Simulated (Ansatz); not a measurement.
# Grüneisen parameters and expansion of Ir (Iridium, Fm-3m), part 2 of 3

Wanted: mode Grüneisen parameters of Iridium and a free-energy fit over volumes.

Ansatz 0.2.0; DFT LDA, scalar-relativistic, plane waves, PAW; PAW set soft_1.

So far. Step 2 (Probe on a coarse mesh): The start is under -4.7 GPa at this level and looks like a metal on this mesh. Step 4 (Relaxing to small residual forces and stress): The residual pressure is -1.2e-4 GPa, small enough for phonons.

The database entry behind the starting cell differs from later determinations by our own check (0.1 to 0.3 % short, probably kX units), so it need not match the best structure at ambient conditions.

### Step 5. Lattice dynamics at this volume, V/V0 1

Phonons at this volume give one point of F(V, T); meshes stay fixed along the series.

input.yaml reads:

```yaml
crystal:
  lattice:
    - [0.0, 1.9052248742, 1.9052248742]
    - [1.9052248742, 0.0, 1.9052248742]
    - [1.9052248742, 1.9052248742, 0.0]
  atoms:
    - { symbol: Ir, position: [0.0, 0.0, 0.0] }
kpoints:
  mp_grid: { grid: [20, 20, 20] }
hamiltonian:
  xc: lda
  pseudopotentials: { kind: paw, azcp: { folder: soft_1 }, xc_functional: pbe }
scf:
  occupations: { method: methfessel_paxton, width: 0.2 }
  lower_state_search: "off"
output:
  eigenvalues: true
phonons:
  method: dfpt
  qmesh: [4, 4, 4]
  temperatures: { t_max: 1000, t_step: 50 }
  qpath:
    path:
      - [[0.0, 0.0, 0.0], [0.5, 0.0, 0.5], [0.625, 0.25, 0.625]]
      - [[0.375, 0.375, 0.75], [0.0, 0.0, 0.0], [0.5, 0.5, 0.5], [0.5, 0.25, 0.75], [0.5, 0.0, 0.5]]
    npoints: 10
```

The run is started by

```bash
$ ansatz run input.yaml --threads 8 --pin off --max-ram 16384MiB --backend cpu --events-out ev --progress --plain --runs-dir out
```

Numbers of over 12 decimals in the logs are rounded to 6 here.

The log of the run:

```text
[...]
Crystal: 1 atoms, lattice volume = 13.831 Å³
Basis set: ecut = 420 eV, 283 PW (Γ), exchange–correlation on 40×40×40 points (8 copies of the dense FFT grid, shifted against one another)
Bands: 13, of which v1, the nominal top of the filled ones, is band 9 counted from 1 (8 counted from 0)
Symmetry: 48 space group operations
k-points: 256 of 8000
[...]
SCF iter   1: F=—  HF=-11664.659048 eV  |F-HF|=—  |Δ(HF+E_count)|=         —  Δρ=5.10e-2  dr2=2.58e-1  ethr=3.10e-3  ⟨swp⟩=5.0  Hψ=16513  notcnv=0
[...]
SCF iter   7: F=-11664.558267 eV  HF=-11664.558267 eV  |F-HF|=5.46e-12  |Δ(HF+E_count)|=  4.73e-11  S|Δr|=    0.00e0  Δρ=1.42e-7  dr2=1.37e-12  ethr=1.00e-12  ⟨swp⟩=6.0  Hψ=13838  notcnv=0
SCF 1 converged in 7 iterations: F = -11664.558267 eV  dr2 = 1.37e-12
[...]
NSCF: frozen V_eff on 256 k-points
[...]
DFPT response loops at q = (0, 0, 0) (fractional): preconditioner auto → Kerker (q_TF=auto, 2.824 Å⁻¹) (partly filled bands, converged f_vac=0.000); β = 1.00, the filter's whole step (`scf.mixing.beta` (0.50) is not read by the response loops under this deck's `scf.mixing.preconditioner`; to damp them name `kerker` or `kerker_dos`, under which they read `scf.mixing.beta`, and type it under 1.00, their step now; both keys bind the ground state too); Broyden in place of MSR1
[...]
SCF converged after 7 iterations
[...]
Free energy (F): -11664.558267 eV
[...]
Internal energy: -11664.561064 eV  (E = F + TS)
E sigma→0 (E₀):  -11664.558966 eV
Entropy (-TS):   0.002797 eV (2.797 meV/atom)
Fermi energy:    26.125362 eV
[...]
--- Band table (eV; the first three rows and the last of 256) ---
  k-point 0: bands = [... 5 lower, 22.1302, 22.1302, 22.1302, 24.9512, 24.9512, 39.7766, 45.3548, 45.3548]
  k-point 1: bands = [... 5 lower, 22.0673, 22.1807, 22.1807, 24.9170, 24.9170, 39.9783, 44.8179, 45.5478]
  k-point 2: bands = [... 5 lower, 21.9013, 22.3170, 22.3170, 24.8361, 24.8361, 40.5436, 43.6655, 46.1138]
  k-point 255: bands = [... 5 lower, 21.1306, 21.1306, 24.2918, 27.7291, 34.4360, 35.3658, 35.3658, 39.7732]
--- Phonons (Γ-DFPT): 1 representative perturbation + reference (Σ response iterations 3) ---
  ASR residual: 9.146e-5 → 0.000e0 eV/Å²; symmetrization residual: 1.576e-11 eV/Å²
  ASR residual per site (eV/Å²): 9.15e-5
  Γ frequencies (cm⁻¹): 0.00 0.00 0.00
--- Phonons (arbitrary-q DFPT): 8 irreducible q on the 4×4×4 mesh ---
  q = [0.0000, 0.0000, 0.0000] (star 1, of the zone-centre solve; hermiticity 2.48e-9, symmetrization 1.72e-7): 0.00 0.00 0.00
  q = [0.0000, 0.0000, 0.2500] (star 8, 1 solved perturbation on 4200 of 8000 k-point pairs; hermiticity 6.28e-14, symmetrization 4.12e-13): 89.70 89.70 173.31
[...]
q = [0.0000, 0.2500, 0.2500] (star 6, 2 solved perturbations in 3420 linear systems a pass and spin channel, the states on 2210 of 8000 k-point pairs; hermiticity 2.54e-14, symmetrization 4.34e-14): 118.72 118.72 187.89
[...]
sum rule: each row above includes the acoustic sum rule's correction from the zone centre's row sums; it moved no ω² by more than (0.36 cm⁻¹)²
  mesh force constants: q→R imaginary residual 0.00e0; ASR residual 9.146e-5 → 0.000e0 eV/Å²; symmetrization residual 3.553e-15 eV/Å²
  interpolated dispersion: 62 rows × 3 modes
  density of states and harmonic sums: on the 28×28×28 q-mesh, interpolated from the force constants of a 4×4×4 supercell (no non-analytic term)
  largest difference from the sums on the solved wave vectors: F 1.07e-2 eV, S 1.47e-5 and C_V 4.03e-6 eV/K
  zero-point energy: 0.028398 eV/cell   skipped modes (ω ≤ 0): 3   left out of the sums: 4.56e-5 of the cell's modes: C_V's classical limit lies that fraction below 3 k_B per atom; for a crystal, a wire or a layer, F and S can be off by more, and a phonons.interpolated_qmesh denser along its periods is the remedy for the sampling
```

Wall time 80 s (8 threads of Arm Neoverse V1, shared host); peak memory 3.6 GiB.

This step gave:

| Property | Result |
| --- | --- |
| Γ frequencies | 0, 0, 0 cm⁻¹ (negative: imaginary) |
| lowest frequency on the path | 0 cm⁻¹ |
| zero-point energy | 0.02840 eV/cell |
| highest frequency | 207.8 cm⁻¹ |
| Debye temperature from the second moment | 291 K |

No LO-TO term. Phonon branches along the path, in cm⁻¹:

```
    point  branch 1  branch 2  branch 3
        Γ         0         0         0
  halfway       119       119       188
        X       150       150       202
  halfway       150       158       196
        U       148       173       183
jump to K       148       173       183
  halfway       110       121       185
        Γ         0         0         0
  halfway        90        90       173
        L       120       120       208
  halfway       141       154       194
        W       169       172       172
  halfway       155       160       192
        X       150       150       202
```

The phonon branches as a text plot (rows in cm⁻¹):

```
    203 |       *******                       *******          **
    195 |              **    ***                     **       *
    186 |      *         ****   *            *         **   **
    177 |                 *                 *            * *
    169 |    **          * *     *                      *****
    160 |              **   *                          *    ***
    152 |           *******  **            *          * *     ***
    143 |        ***       **     **                 ***
    134 |   *   *            ***                    **
    126 |                      *                  ***
    117 |      *                *         *    ****
    108 |                       *             *
    100 |    **                  *  *        *
     91 |  *                     *          *
     82 |                         **     *
     74 |   *                     **       *
     65 |
     56 |  *                        **    *
     48 | *                         *   *
     39 |                                *
     30 | *                          *
     22 |                            *  *
     13 |
      4 |*                            **
         Γ           X  U|K            Γ         L        W     X
```

Tetrahedra on 28 28 28, mean over bins of 2 cm⁻¹. The phonon density of states by wavenumber; read off at these points:

wavenumber (cm⁻¹), phonon density of states (1/cm⁻¹/cell) and a bar:
```
      5.0     0.0000 
     10.0     0.0000 
     15.0     0.0001 
     20.0     0.0002 
     25.0     0.0002 
     30.0     0.0004 
     35.0     0.0005 
     40.0     0.0007 
     45.0     0.0009 
     50.0     0.0011 #
     55.0     0.0014 #
     60.0     0.0017 #
     65.0     0.0021 #
     70.0     0.0025 #
     75.0     0.0030 #
     80.0     0.0037 ##
     85.0     0.0044 ##
     90.0     0.0053 ##
     95.0     0.0063 ###
    100.0     0.0077 ####
    105.0     0.0095 ####
    110.0     0.0119 ######
    115.0     0.0155 #######
    120.0     0.0227 ###########
    125.0     0.0261 ############
    130.0     0.0287 #############
    135.0     0.0317 ###############
    140.0     0.0358 #################
    145.0     0.0417 ####################
    149.0     0.0516 ########################
    150.0     0.0500 #######################
    155.0     0.0341 ################
    160.0     0.0275 #############
    165.0     0.0226 ###########
    170.0     0.0160 ########
    175.0     0.0064 ###
    180.0     0.0127 ######
    185.0     0.0238 ###########
    190.0     0.0362 #################
    195.0     0.0640 ##############################
    200.0     0.0336 ################
    205.0     0.0109 #####
```

Harmonic. Thermo, by row:

```csv
T (K),F_vib (meV/atom),S (J/mol-atom/K),C_V (J/mol-atom/K)
0,28.4,0,0
50,28.1,2.387,6.748
100,24.78,10.66,16.87
150,17.2,18.37,20.81
200,6,24.62,22.49
250,-8.12,29.74,23.33
300,-24.68,34.04,23.81
350,-43.29,37.73,24.1
400,-63.7,40.96,24.3
450,-85.68,43.83,24.43
500,-109.1,46.41,24.53
550,-133.7,48.75,24.6
600,-159.6,50.89,24.65
650,-186.5,52.87,24.7
700,-214.3,54.7,24.73
750,-243.1,56.41,24.76
800,-272.8,58.01,24.78
850,-303.2,59.51,24.8
900,-334.4,60.93,24.81
950,-366.4,62.27,24.83
1000,-399,63.54,24.84
```

Phonopy on the run's constants, 21x21x21 mesh, Gaussian sigma 2.0 cm⁻¹. The modes, Ir by wavenumber; read off at these points:

wavenumber (cm⁻¹), modes, Ir (1/cm⁻¹/cell) and a bar:
```
     -5.0     0.0000 
      0.0     0.0001 
      5.0     0.0000 
     10.0     0.0000 
     15.0     0.0000 
     20.0     0.0003 
     25.0     0.0003 
     30.0     0.0002 
     35.0     0.0004 
     40.0     0.0015 #
     45.0     0.0004 
     50.0     0.0012 #
     55.0     0.0018 #
     60.0     0.0009 #
     65.0     0.0026 #
     70.0     0.0026 #
     75.0     0.0032 ##
     80.0     0.0034 ##
     85.0     0.0050 ###
     90.0     0.0049 ###
     95.0     0.0057 ###
    100.0     0.0084 #####
    105.0     0.0090 #####
    110.0     0.0121 #######
    115.0     0.0161 #########
    120.0     0.0224 ############
    125.0     0.0256 ##############
    130.0     0.0286 ###############
    135.0     0.0317 #################
    140.0     0.0345 ###################
    145.0     0.0423 #######################
    148.9     0.0486 ##########################
    150.0     0.0483 ##########################
    155.0     0.0348 ###################
    160.0     0.0264 ##############
    165.0     0.0231 ############
    170.0     0.0157 ########
    175.0     0.0084 #####
    180.0     0.0131 #######
    185.0     0.0238 #############
    190.0     0.0367 ####################
    195.0     0.0555 ##############################
    196.0     0.0557 ##############################
    200.0     0.0354 ###################
    205.0     0.0123 #######
    210.0     0.0008 
    215.0     0.0000
```

No mode is imaginary beyond numerical noise at the solved wavevectors.

### Step 6. Single point at a scaled cell, V/V0 1.015

Symmetry fixes every atom, so a single point at the scaled cell gives the energy and pressure of this member.

input.yaml, the sections that differ from step 5:

```yaml
crystal:
  lattice:
    - [0.0, 1.914703761, 1.914703761]
    - [1.914703761, 0.0, 1.914703761]
    - [1.914703761, 1.914703761, 0.0]
  atoms:
    - { symbol: Ir, position: [0.0, 0.0, 0.0] }
output:
  forces: true
  stress: true
  eigenvalues: true
# kpoints, hamiltonian, scf: as in step 5
# phonons: removed
```

The log of the run:

```text
[...]
Crystal: 1 atoms, lattice volume = 14.039 Å³
Basis set: ecut = 420 eV, 283 PW (Γ)
Bands: 13, of which v1, the nominal top of the filled ones, is band 9 counted from 1 (8 counted from 0)
Symmetry: 48 space group operations
[...]
k-points: 256 of 8000
[...]
SCF iter   1: F=—  HF=-11664.655861 eV  |F-HF|=—  |Δ(HF+E_count)|=         —  Δρ=5.08e-2  dr2=2.62e-1  ethr=3.10e-3  ⟨swp⟩=5.0  Hψ=16451  notcnv=0
[...]
SCF iter   6: F=-11664.554439 eV  HF=-11664.554439 eV  |F-HF|=5.48e-10  |Δ(HF+E_count)|=   2.06e-8  S|Δr|=    0.00e0  Δρ=3.26e-6  dr2=6.90e-10  ethr=3.35e-10  ⟨swp⟩=2.0  Hψ=11962  notcnv=0
SCF 1 converged in 6 iterations: F = -11664.554439 eV  dr2 = 6.90e-10
[...]
SCF converged after 6 iterations
[...]
Free energy (F): -11664.554439 eV
[...]
Internal energy: -11664.557341 eV  (E = F + TS)
E sigma→0 (E₀):  -11664.555164 eV
Entropy (-TS):   0.002903 eV (2.903 meV/atom)
Fermi energy:    25.636795 eV
[...]
--- Stress (GPa, compression-positive) ---
       -5.834998       0.000000      -0.000000
       -0.000000      -5.834998      -0.000000
        0.000000       0.000000      -5.834998
  P = ⅓ Tr σ = -5.8350 GPa (-58.350 kbar)
--- Band table (eV; the first three rows and the last of 256) ---
  k-point 0: bands = [... 5 lower, 21.7315, 21.7315, 21.7315, 24.4877, 24.4877, 39.3343, 44.8283, 44.8283]
  k-point 1: bands = [... 5 lower, 21.6702, 21.7809, 21.7809, 24.4545, 24.4545, 39.5315, 44.2940, 45.0171]
  k-point 2: bands = [... 5 lower, 21.5082, 21.9144, 21.9144, 24.3764, 24.3764, 40.0844, 43.1448, 45.5712]
  k-point 255: bands = [... 5 lower, 20.7478, 20.7478, 23.8506, 27.1966, 33.8093, 34.7690, 34.7690, 39.1162]
```

The job ended after 0.64 s (8 threads; peak memory 0.31 GiB; 3.1 s of CPU time).

This step gave:

```
pressure        : -5.835 GPa
volume per atom : 14.04 Å³/atom
```

The run ends at a pressure of -5.83 GPa.

### Step 7. Phonons, V/V0 1.015

Phonons at this volume give one point of F(V, T); meshes stay fixed along the series.

input.yaml, the sections that differ from step 6:

```yaml
output:
  eigenvalues: true
phonons:
  method: dfpt
  qmesh: [4, 4, 4]
  temperatures: { t_max: 1000, t_step: 50 }
  qpath:
    path:
      - [[0.0, 0.0, 0.0], [0.5, 0.0, 0.5], [0.625, 0.25, 0.625]]
      - [[0.375, 0.375, 0.75], [0.0, 0.0, 0.0], [0.5, 0.5, 0.5], [0.5, 0.25, 0.75], [0.5, 0.0, 0.5]]
    npoints: 10
# crystal, kpoints, hamiltonian, scf: as in step 6
```

The log of the run:

```text
[...]
Crystal: 1 atoms, lattice volume = 14.039 Å³
Basis set: ecut = 420 eV, 283 PW (Γ), exchange–correlation on 40×40×40 points (8 copies of the dense FFT grid, shifted against one another)
Bands: 13, of which v1, the nominal top of the filled ones, is band 9 counted from 1 (8 counted from 0)
Symmetry: 48 space group operations
k-points: 256 of 8000
[...]
k-point 255: bands = [... 5 lower, 20.7478, 20.7478, 23.8506, 27.1966, 33.8093, 34.7690, 34.7690, 39.1162]
[...]
ASR residual: 1.547e-4 → 0.000e0 eV/Å²; symmetrization residual: 1.273e-11 eV/Å²
  ASR residual per site (eV/Å²): 1.55e-4
  Γ frequencies (cm⁻¹): 0.00 0.00 0.00
--- Phonons (arbitrary-q DFPT): 8 irreducible q on the 4×4×4 mesh ---
[...]
interpolated dispersion: 62 rows × 3 modes
[...]
[key lines of the parts left out:]
SCF converged after 7 iterations
Free energy (F): -11664.554439 eV
Fermi energy:    25.636809 eV
```

Run time: 82 s. Hardware: 8 threads; peak memory 3.6 GiB.

No LO-TO term. The phonon branches at the labelled points (cm⁻¹):

| point | branch 1 | branch 2 | branch 3 |
| --- | --- | --- | --- |
| Γ | 0 | 0 | 0 |
| halfway | 115 | 115 | 182 |
| X | 145 | 145 | 193 |
| halfway | 144 | 152 | 188 |
| U | 143 | 166 | 175 |
| jump to K | 143 | 166 | 175 |
| halfway | 107 | 116 | 178 |
| Γ | 0 | 0 | 0 |
| halfway | 87 | 87 | 167 |
| L | 116 | 116 | 199 |
| halfway | 136 | 148 | 185 |
| W | 163 | 164 | 164 |
| halfway | 149 | 154 | 183 |
| X | 145 | 145 | 193 |

The phonon branches as a text plot (rows in cm⁻¹):

```
    195 |       *******                       *******          **
    186 |              **    ***                     **       *
    178 |      *         ****   *            *         **   **
    170 |                 *                 *            * *
    162 |    **          * *     *                      *****
    153 |              **   *                          *    ***
    145 |         ********** **            *          ***     ***
    137 |        *          *     **                 **
    128 |   *   *            ***                    **
    120 |                      **         *      ***
    112 |      *                               **
    104 |                       *             *
     95 |    **                  *  *        *
     87 |  *                     *          *
     79 |   *                     **     *
     70 |                         **       *
     62 |                                 *
     54 |  *                        **
     46 | *                         *   *
     37 |                                *
     29 | *                          *
     21 |                            *  *
     12 |
      4 |*                            **
         Γ           X  U|K            Γ         L        W     X
```

No mode is imaginary beyond numerical noise at the solved wavevectors.

### Step 8. Single point at a scaled cell, V/V0 0.985

Symmetry fixes every atom, so a single point at the scaled cell gives the energy and pressure of this member.

input.yaml, the sections that differ from step 7:

```yaml
crystal:
  lattice:
    - [0.0, 1.8956507183, 1.8956507183]
    - [1.8956507183, 0.0, 1.8956507183]
    - [1.8956507183, 1.8956507183, 0.0]
  atoms:
    - { symbol: Ir, position: [0.0, 0.0, 0.0] }
output:
  forces: true
  stress: true
  eigenvalues: true
# kpoints, hamiltonian, scf: as in step 7
# phonons: removed
```

The log of the run:

```text
[...]
Crystal: 1 atoms, lattice volume = 13.624 Å³
Basis set: ecut = 420 eV, 283 PW (Γ)
Bands: 13, of which v1, the nominal top of the filled ones, is band 9 counted from 1 (8 counted from 0)
Symmetry: 48 space group operations
[...]
k-points: 256 of 8000
[...]
--- Band table (eV; the first three rows and the last of 256) ---
  k-point 0: bands = [... 5 lower, 22.5402, 22.5402, 22.5402, 25.4284, 25.4284, 40.2303, 45.8946, 45.8946]
  k-point 1: bands = [... 5 lower, 22.4756, 22.5918, 22.5918, 25.3930, 25.3930, 40.4366, 45.3550, 46.0918]
  k-point 2: bands = [... 5 lower, 22.3054, 22.7310, 22.7310, 25.3093, 25.3093, 41.0147, 44.1989, 46.6702]
  k-point 255: bands = [... 5 lower, 21.5248, 21.5248, 24.7456, 28.2779, 35.0815, 35.9808, 35.9808, 40.4501]
[key lines of the parts left out:]
SCF converged after 6 iterations
Free energy (F): -11664.554196 eV
Fermi energy:    26.628515 eV
P = ⅓ Tr σ = 6.3857 GPa (63.857 kbar)
```

The job ended after 0.62 s (8 threads; peak memory 0.31 GiB; 3 s of CPU time).

The run ends at a pressure of 6.39 GPa.

### Step 9. Phonons, V/V0 0.985

The same q-mesh and k-mesh are kept at every volume, so that much of their error can cancel in the differences.

input.yaml, the sections that differ from step 8:

```yaml
output:
  eigenvalues: true
phonons:
  method: dfpt
  qmesh: [4, 4, 4]
  temperatures: { t_max: 1000, t_step: 50 }
  qpath:
    path:
      - [[0.0, 0.0, 0.0], [0.5, 0.0, 0.5], [0.625, 0.25, 0.625]]
      - [[0.375, 0.375, 0.75], [0.0, 0.0, 0.0], [0.5, 0.5, 0.5], [0.5, 0.25, 0.75], [0.5, 0.0, 0.5]]
    npoints: 10
# crystal, kpoints, hamiltonian, scf: as in step 8
```

The log of the run:

```text
[...]
Crystal: 1 atoms, lattice volume = 13.624 Å³
Basis set: ecut = 420 eV, 283 PW (Γ), exchange–correlation on 36×36×36 points (8 copies of the dense FFT grid, shifted against one another)
Bands: 13, of which v1, the nominal top of the filled ones, is band 9 counted from 1 (8 counted from 0)
Symmetry: 48 space group operations
k-points: 256 of 8000
[...]
k-point 255: bands = [... 5 lower, 21.5248, 21.5248, 24.7456, 28.2779, 35.0815, 35.9808, 35.9808, 40.4501]
[...]
ASR residual: 8.193e-5 → 0.000e0 eV/Å²; symmetrization residual: 1.425e-11 eV/Å²
  ASR residual per site (eV/Å²): 8.19e-5
  Γ frequencies (cm⁻¹): 0.00 0.00 0.00
--- Phonons (arbitrary-q DFPT): 8 irreducible q on the 4×4×4 mesh ---
[...]
interpolated dispersion: 62 rows × 3 modes
[...]
[key lines of the parts left out:]
SCF converged after 7 iterations
Free energy (F): -11664.554196 eV
Fermi energy:    26.628521 eV
```

Wall time 81 s (8 threads); peak memory 3.5 GiB; 9.4 min of CPU time.

No mode is imaginary beyond numerical noise at the solved wavevectors.

(Part 2 of 3 ends here.)

[Logs are printed without paths, hosts, clocks, repeated set-up lines and the standing remarks that a program may print on its own settings, such as how far it seeks lower states.]

[Hosts, paths, dates, database ids (printed as entryN), source tags and the programs' standing remarks are cut or masked in the printed files.]

[A step with changed settings may run another functional than the one named; its input shows which.]

[Of the runs on displaced cells, only some may be shown.]
